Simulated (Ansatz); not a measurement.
**Formation energy and levels of the substitutional impurity Sc_Mg in MgO (Fm-3m)**

Wanted: the transition levels of a substitutional impurity in MgO (Fm-3m), from a cell of 54 host atoms with 1 Mg taken out and 1 Sc put in.

Main program and level: Ansatz 0.2.0; place-levels on r2SCAN runs: charge-transition levels and formation energies with image-charge correction and potential alignment at the atomic sites; PAW set soft_1.

**Measured values to reproduce.**

“Electronic structure of alkaline earth and post-transition metal oxides” (2009, arxiv:0908.1581) quotes from earlier work for MgO, rocksalt (bulk crystal): band gap (literature experimental gap) 7.83 eV [Literature value based on experiment; other listed experimental values range from 7.7 to …].

This is a report of a sequence of runs, with most program output left out.

## (1) Set-up

The cell holds 54 atoms: 26 Mg, 27 O and 1 Sc. Its edges and angles: a = 8.925 Å, b = 8.925 Å, c = 8.925 Å, α = 60.0°, β = 60.0°, γ = 60.0°. It derives from MgO (space group Fm-3m). Nearest the centre at fractional (0.667, 0.667, 0.333): Sc51 at 0.00 Å, O28 at 2.10 Å, O44 at 2.10 Å, O32 at 2.10 Å, O34 at 2.10 Å, O46 at 2.10 Å, O50 at 2.10 Å, Mg9 at 2.98 Å.

The host's dielectric constants go in as inputs: 3.24 for the electrons alone, 10.37 with the ions, from a response run on this crystal (DFPT, PBEsol) at that run's own cell.

The cell's shortest repeat is 8.9 Å.

## (2) What was run first

Levels follow from differences of total energies between charge states, each relaxed by itself.

Random displacements of about 0.05 Å break the site symmetry at the start, so that the relaxation can reach a distorted minimum if there is one. Forces are taken at one point at (¼, ¼, ¼). The cell holds 1 electron more than the neutral one, with a uniform background that keeps it neutral on the whole.

The sampling was tested on the host first: at the k-points planned (1x1x1 shifted 0.25 0.25 0.25) its energy lies 0.020 eV an atom from the dense-mesh value, under the bound of 0.02 eV set for this test; that bounds the host's error, not the defect's.

One of the inputs; charge, spin and start change from state to state.

Contents of qm1.relax/input.yaml:

```yaml
crystal:
  lattice:
    - [0.0, 6.31124291, 6.31124291]
    - [6.31124291, 0.0, 6.31124291]
    - [6.31124291, 6.31124291, 0.0]
  atoms:
    - { symbol: Mg, position: [0.0, 0.0, 0.0] }
    - { symbol: O, position: [0.16666667, 0.16666667, 0.16666667] }
[... 6 atom lines left out ...]
    - { symbol: Mg, position: [0.0, 0.33333333, 0.33333333] }
[... 3 atom lines left out ...]
    - { symbol: Mg, position: [0.0, 0.66666667, 0.0] }
[... 1 atom line left out ...]
    - { symbol: Mg, position: [0.0, 0.66666667, 0.33333333] }
[... 5 atom lines left out ...]
    - { symbol: Mg, position: [0.33333333, 0.0, 0.33333333] }
[... 6 atom lines left out ...]
    - { symbol: O, position: [0.5, 0.5, 0.5] }
[... 1 atom line left out ...]
    - { symbol: O, position: [0.5, 0.5, 0.83333333] }
[... 1 atom line left out ...]
    - { symbol: O, position: [0.5, 0.83333333, 0.16666667] }
    - { symbol: Mg, position: [0.33333333, 0.66666667, 0.33333333] }
    - { symbol: O, position: [0.5, 0.83333333, 0.5] }
    - { symbol: Mg, position: [0.33333333, 0.66666667, 0.66666667] }
[... 1 atom line left out ...]
    - { symbol: Mg, position: [0.66666667, 0.0, 0.0] }
[... 1 atom line left out ...]
    - { symbol: Mg, position: [0.66666667, 0.0, 0.33333333] }
[... 4 atom lines left out ...]
    - { symbol: O, position: [0.83333333, 0.5, 0.16666667] }
    - { symbol: Mg, position: [0.66666667, 0.33333333, 0.33333333] }
    - { symbol: O, position: [0.83333333, 0.5, 0.5] }
    - { symbol: Mg, position: [0.66666667, 0.33333333, 0.66666667] }
[... 1 atom line left out ...]
    - { symbol: Mg, position: [0.66666667, 0.66666667, 0.0] }
    - { symbol: O, position: [0.83333333, 0.83333333, 0.16666667] }
    - { symbol: Sc, position: [0.66666667, 0.66666667, 0.33333333] }
[... 1 atom line left out ...]
    - { symbol: Mg, position: [0.66666667, 0.66666667, 0.66666667] }
    - { symbol: O, position: [0.83333333, 0.83333333, 0.83333333] }
  host:
    repeats: [3, 3, 3]
    atoms:
      - { symbol: Mg, position: [0.0, 0.0, 0.0] }
      - { symbol: O, position: [0.5, 0.5, 0.5] }
total_charge: -1
basis:
  ecutwfc: 500
  xc_grid: 2
hamiltonian:
  xc: r2scan
  pseudopotentials: { kind: paw, azcp: { folder: soft_1 } }
kpoints:
  mp_grid: { grid: [1, 1, 1], shift: [0.25, 0.25, 0.25] }
scf:
  occupations: { method: fixed }
  max_iter: 60
output:
  forces: true
  charged_corrections:
    epsilon: 3.24
    static_epsilon: 10.37
    defect_position: [0.666667, 0.666667, 0.333333]
relax:
  f_tol: 0.02
  max_steps: 80
  random_displacement: { amplitude: 0.05, seed: 3508 }
checkpoint:
  write: "../qm1.relax.run"
  compress: false
  write_wavefunctions: true
  write_every: 100000
```

Run with:

```bash
> ansatz run input.yaml --threads 4 --pin off --max-ram 7536MiB --backend cpu --events-out ev --progress --plain --runs-dir out
```

The relaxed structure is kept and the sampling changed to a 2×2×2 shifted mesh.

The run of this state that the levels use, under r2SCAN:

Contents of qm1.point/input.yaml:

```yaml
crystal:
  checkpoint: "../qm1.relax.run"
  host: checkpoint
total_charge: -1
basis:
  ecutwfc: 500
  xc_grid: 2
hamiltonian:
  xc: r2scan
  pseudopotentials: { kind: paw, azcp: { folder: soft_1 } }
kpoints:
  mp_grid: { grid: [2, 2, 2], shift: [0.5, 0.5, 0.5] }
scf:
  occupations: { method: fermi_dirac, width: 0.01 }
  max_iter: 60
output:
  forces: true
  eigenvalues: true
  charged_corrections:
    epsilon: 3.24
    static_epsilon: 10.37
    defect_position: [0.666667, 0.666667, 0.333333]
  eigenstates: { localisation: true }
  populations: true
  band_densities: [{ bands: [v1, v1] }, { bands: [c1, c1] }]
  write_density: true
  write_potential: true
  volumetric_format: npy
  elf: true
checkpoint:
  read: "../qm1.relax.run"
  write: "../qm1.point.run"
  compress: false
  write_wavefunctions: false
  write_every: 100000
```

Relaxations under r2SCAN at one point at (¼, ¼, ¼); times on 4 threads of Arm Neoverse V1, shared host:

| charge | moment (μB) | occupations | outcome | steps | largest displacement against the far atoms (Å) | time |
| --- | --- | --- | --- | --- | --- | --- |
| −1 | 0 | fixed | converged | 9 | 0.05 | 2.9 min |
| −1 | 2 | fixed | converged | 8 | 0.10 | 4.6 min |
| 0 | 1 | fixed | converged | 23 | 0.08 | 14 min |
| +1 | 0 | fixed | converged | 6 | 0.04 | 71 s |

Single points under r2SCAN at a 2×2×2 shifted mesh; times on 4 threads of Arm Neoverse V1, shared host:

```csv
charge,moment (μB),occupations,outcome,time
−1,0,fermi-dirac,converged,93 s
−1,2,fermi-dirac,converged,41 min
0,1,fermi-dirac,converged,2.8 min
+1,0,fermi-dirac,converged,55 s
```

Distances (Å) from Sc51 to the nearest atoms after relaxation with r2SCAN:

```
charge  moment (μB)      1.      2.      3.      4.      5.      6.
    −1            0  O 2.13  O 2.13  O 2.13  O 2.13  O 2.13  O 2.13
    −1            2  O 2.13  O 2.13  O 2.21  O 2.21  O 2.21  O 2.21
     0            1  O 2.17  O 2.17  O 2.17  O 2.17  O 2.17  O 2.17
    +1            0  O 2.10  O 2.10  O 2.10  O 2.10  O 2.10  O 2.10
```

## (3) Placing the levels, r2SCAN

A charged cell interacts with its images and the background, and its potential has another zero than the host's. place-levels removes the first by a point-charge model, screened by the static dielectric constant since the ions have relaxed around the charge, and the second by comparing potentials at atoms far from the defect.

The host is a run of the defect-free crystal in the same cutoffs, grids and k-points, so that basis and sampling errors cancel in part in the differences. The host is run in a cell of 2 atoms on a matching mesh. Its band edges are searched through the zone by a band path, so the gap is smaller than, or equal to, that on the mesh. Chemical potentials are energies per atom of Mg (hcp) and Sc (hcp), run with the same functional and cutoff.

Contents of levels.point.yaml:

```yaml
host:
  run: host.point.run
states: [qm1.point.run, qm1_M2.point.run, q0_M1.point.run, qp1.point.run]
geometry_from:
  qm1.point.run: qm1.relax.run
  qm1_M2.point.run: qm1_M2.relax.run
  q0_M1.point.run: q0_M1.relax.run
  qp1.point.run: qp1.relax.run
chemical_potentials:
  Mg:
    energy: -1926.407918
    dataset: "<sha256 of the dataset>"
  Sc:
    energy: -2140.560492
    dataset: <sha256 of the dataset>
epsilon: 3.24
static_epsilon: 10.37
vertical:
  - { from: qm1.point.run, to: qm1.point_neutral.run }
  - { from: qm1_M2.point.run, to: qm1_M2.point_neutral.run }
  - { from: qp1.point.run, to: qp1.point_neutral.run }
```

Run with:

```bash
> ansatz place-levels levels.point.yaml -- --threads 4 --pin off --max-ram 7536MiB
```

Run time: 0.49 s. Hardware: 4 threads of Arm Neoverse V1, shared host.

Levels between the charges placed, in eV above the valence top:

```csv
,gap (eV),(+1/0),(0/−1)
r2SCAN,5.68,5.58,5.68
```

Corrections by state:

```csv
charge,moment (μB),image terms and alignment (eV),band filling (eV),ε used,"over the lowest of its charge, as the program ranks them, band filling apart (eV)"
+1,0.0,0.470,-,10.37,0.000
0,1.0,0.000,-,-,0.000
−1,2.0,0.003,-1.282,10.37,0.000
−1,0.0,-0.017,-,10.37,0.412
```

The charged structures listed were also run neutral, and place-levels reads from each pair, by the potential or the spins, how wide the charge is by which they differ; that can be the carrier of either run.

```csv
charge,rms radius (Å),spread where it is widest against the cell (Å),wide from (Å),reading
+1,2.1,1.23,1.26,narrow
−1,3.8,2.23,1.26,wide
```

The neutral runs of these pairs need not share the spin of the lowest neutral state, and very wide values only mean spread over the cell.

From the program's caveats on the states, each cut to its opening words:

- charge +1, 0 (1 μB), −1 (2 μB), −1: its alignment with the host at atomic sites is doubtful: the cell is too small to show whether the defect's potential has decayed: take a larger one
- charge 0 (1 μB), −1 (2 μB): flagged: stability check not made
- charge −1 (2 μB): how wide its charge is, is not read beside other atoms or cores, and a band state would take no correction
- charge −1 (2 μB): a band-filling correction moves a carrier to the host's band edge, which changes its energy by -1.282 eV
- charge −1 (2 μB): the host's ions (past the first shell or, of a walk that freed a part, those that it held) aren't shown at rest: they stand up to 0.028 Å off their sites, 0.43 [...]
- charge −1 (2 μB): its moments are held at its close (magnetization.spin_locking), by a field of 0.417 eV a Bohr magneton, and its energy and levels are of the state that this [...]
- charge −1: it parts from the run at its places by a charge that spreads by about 3.4 Å along one vector (1.3 Å or more is wide), by its potential at epsilon 3.24, taken [...]
- charge −1: the host's ions (past the first shell or, of a walk that freed a part, those that it held) aren't shown at rest: they stand up to 0.042 Å off their sites, 0.74 [...]

The host's formation energy from the elements is -2.963 eV per atom; it sets how far the chemical potentials can move.

Limit set by the element alone; other compounds of these elements are not counted. Chemical potentials from the elements' reference states: Mg 0.00 eV, O -5.93 eV, Sc 0.00 eV. Formation energies (Mg-rich), with the Fermi level at the valence top and at the conduction bottom (gap 5.68 eV):

| charge | at valence top (eV) | at conduction bottom (eV) | correction included (eV) |
| --- | --- | --- | --- |
| +1 | -4.13 | 1.55 | 0.47 |
| 0 | 1.45 | 1.45 | 0.00 |
| −1 | 7.12 | 1.45 | -1.28 |

Fermi level (eV), lowest formation energy (eV) and a bar from the least value:
```
     0.00      -4.13 
     0.52      -3.62 ###
     1.03      -3.10 ######
     1.55      -2.58 ########
     2.06      -2.07 ###########
     2.58      -1.55 ##############
     3.10      -1.03 #################
     3.61      -0.52 ###################
     4.13       0.00 ######################
     4.65       0.51 #########################
     5.16       1.03 ############################
     5.68       1.45 ##############################
```

Limit set by the element alone; other compounds of these elements are not counted. Chemical potentials from the elements' reference states: O 0.00 eV, Mg -5.93 eV, Sc 0.00 eV. Formation energies (O-rich), with the Fermi level at the valence top and at the conduction bottom (gap 5.68 eV):

```
charge  at valence top (eV)  at conduction bottom (eV)  correction included (eV)
    +1               -10.06                      -4.38                      0.47
     0                -4.48                      -4.48                      0.00
    −1                 1.20                      -4.48                     -1.28
```

```tsv
Fermi level (eV)	lowest formation energy (eV)
0.00	-10.06
0.52	-9.54
1.03	-9.03
1.55	-8.51
2.06	-7.99
2.58	-7.48
3.10	-6.96
3.61	-6.44
4.13	-5.93
4.65	-5.41
5.16	-4.89
5.68	-4.48
```

## (4) The same at the relaxations' own k-points

The relaxations' own energies give the levels at their sampling, for comparison.

Contents of levels.relax_mesh.yaml:

```yaml
host:
  run: host.relax.run
states: [qm1.relax.run, qm1_M2.relax.run, q0_M1.relax.run, qp1.relax.run]
chemical_potentials:
  Mg:
    energy: -1926.407918
    dataset: "<sha256 of the dataset>"
  Sc:
    energy: -2140.560492
    dataset: <sha256 of the dataset>
```

Run with:

```bash
> ansatz place-levels levels.relax_mesh.yaml -- --threads 4 --pin off --max-ram 7536MiB
```

The job ended after 0.14 s (4 threads).

Levels between neighbouring charges, in eV above the valence top:

```csv
,gap (eV),(+1/0),(0/−1)
"one point at (¼, ¼, ¼)",5.66,5.50,5.72
a 2×2×2 shifted mesh,5.68,5.58,5.68
```

Going from one point at (¼, ¼, ¼) to a 2×2×2 shifted mesh moves the levels that carry no band-filling term by up to 0.08 eV and formation energies against the elements by up to 0.10 eV; band-filling terms, which differ between samplings, are in these energies.

## (5) Outcome

```
gap of the host                                                          : 5.68 eV (r2SCAN)
level (plus 1/0)                                                         : 5.58 eV above the valence top
level (0/minus 1)                                                        : 5.68 eV above the valence top, at the conduction bottom (6.96 eV above the valence top without the band-filling term)
lowest of the charges placed, just above the valence top (0.02 eV)       : +1
lowest of the charges placed, just below the conduction bottom (0.02 eV) : 0
lowest formation energy at mid-gap of the charges run, Mg-rich           : -1.29 eV
lowest formation energy at mid-gap of the charges run, O-rich            : -7.22 eV
```

Of the charges placed (−1, 0 and +1), the lowest changes at 5.58 eV (+1/0) above the valence top, in a gap of 5.68 eV. (+1/0) lies nearer to a band edge than the share of the finite-size correction in it (0.47 eV), and that correction holds for a localised charge alone. (+1/0) lies 0.10 eV from a band edge, less than the doubt on such levels. Charges above +1 were not placed, so these runs say nothing of levels that involve them. States placed: +1 at 0 μB; 0 at 1 μB; −1 at 2 μB and 0 μB. Other spin states or structures, where not listed, weren't placed. The program finds carriers beyond a band edge of the host and adds a band-filling term at charge −1 (-1.28 eV); steps to such a charge show no bound level, and a defect level inside a band would be read the same way. Sc is taken at its element; compounds, which aren't counted here, bound the chemical potentials and would shift these formation energies. The lowest formation energy (O-rich) is negative across the gap, so the defect would form by itself: these chemical potentials lie beyond what competing compounds allow, or the host is unstable against it. Going from one point at (¼, ¼, ¼) to a 2×2×2 shifted mesh moves the levels that carry no band-filling term by up to 0.08 eV and formation energies against the elements by up to 0.10 eV; band-filling terms, which differ between samplings, are in these energies. The program doubts the alignment of potentials for at least one state, a sign that the cell is small. What this leaves open: the images are only 8.9 Å apart; r2SCAN makes the gap too small and tends to spread out bound carriers; where a gas molecule sets a chemical potential or the host's formation energy, its binding is uncorrected; force components of up to 0.72 eV/Å remain in a run at the final settings.

Computed beside measured:

```
                             quantity  measured           r2SCAN
band gap (least gap of the host) (eV)      7.83  5.68 (-2.15 eV)
```

Measured values from arxiv:0908.1581 (2009).

How well it matches: The band gap is off by -2.15 eV: a clear miss. Local and semilocal functionals usually give gaps below the measured ones. Zero-point and thermal motion shift the measured gap.

[Logs are printed without paths, hosts, clocks, repeated set-up lines and the standing remarks that a program may print on its own settings, such as how far it seeks lower states.]

[Hosts, paths, dates, database ids (printed as entryN), source tags and the programs' standing remarks are cut or masked in the printed files.]

[Where a table of states has a column of steps, it counts the stored structures, which are thinned; the runs took as many ionic steps or more.]

[A defect's name tells the site on which it was built; relaxed atoms can leave that site.]

[For some hosts the program warned that the k-mesh of the response run may be too coarse for force constants and the static dielectric constant; such warnings are not shown here.]
